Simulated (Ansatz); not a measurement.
An input for Ansatz 0.2.0 (Ga2O3 (R-3c)):

```yaml
crystal:
  lattice:
    - [2.4986991939, 1.4426246522, 4.4835497685]
    - [-2.4986991939, 1.4426246522, 4.4835497685]
    - [0.0, -2.8852493044, 4.4835497685]
  atoms:
    - { symbol: Ga, position: [0.85558558, 0.85558558, 0.85558558] }
    - { symbol: Ga, position: [0.64441442, 0.64441442, 0.64441442] }
    - { symbol: Ga, position: [0.14441442, 0.14441442, 0.14441442] }
    - { symbol: Ga, position: [0.35558558, 0.35558558, 0.35558558] }
    - { symbol: O, position: [0.75, 0.44683282, 0.05316718] }
    - { symbol: O, position: [0.44683282, 0.05316718, 0.75] }
    - { symbol: O, position: [0.05316718, 0.75, 0.44683282] }
    - { symbol: O, position: [0.25, 0.55316718, 0.94683282] }
    - { symbol: O, position: [0.94683282, 0.25, 0.55316718] }
    - { symbol: O, position: [0.55316718, 0.94683282, 0.25] }
kpoints:
  mp_grid: { grid: [4, 4, 4] }
  band_path:
    path:
      - [0.0, 0.0, 0.0]
      - [0.5, 0.5, 0.5]
      - [0.76431389, 0.23568611, 0.5]
      - [0.5, -0.23568611, 0.23568611]
      - [0.5, 0.0, 0.0]
      - [0.36784305, -0.36784305, 0.0]
      - [0.63215695, 0.0, 0.36784305]
      - [0.5, 0.0, 0.5]
      - [0.0, 0.1666666667, -0.1666666667]
    npoints: 1
hamiltonian:
  xc: hse06
scf:
  occupations: { method: fixed }
  n_extra_bands: 7
output:
  eigenvalues: true
```

```sh
ansatz run input.yaml --threads 3 --pin off --max-ram 92160MiB --backend cuda --events-out ev --progress --plain --runs-dir out --devices 1 --max-vram 13GiB  # rebuilt from the run's record
```

Question: How long will it take on 1 × NVIDIA H100 80GB HBM3 (shared by 6 runs) with 3 threads of AMD EPYC 7R13 (Zen 3), shared host, and how much memory?

It took 37 s; on shared hardware allow 19 s to 74 s. Peak host memory was 1.5 GiB. The sizes that set the cost: 1899 plane waves a state, 13 irreducible k points and 12 SCF cycles.

Exact exchange couples every pair of k points and filled bands, so it costs far more than a semilocal run.

[Paths, hosts, dates, memory and timing lines, banners, echoed tables and standing remarks are left out of the program output.]

[Logs are printed without paths, hosts, clocks, repeated set-up lines and the standing remarks that a program may print on its own settings, such as how far it seeks lower states.]

[Runs of the session that timed out or met a known fault of the program may be left out.]

[Cells called generated may have been cut or substituted from an entry of the Crystallography Open Database or the Materials Project.]

[Hosts, paths, dates, database ids (printed as entryN), source tags and the programs' standing remarks are cut or masked in the printed files.]
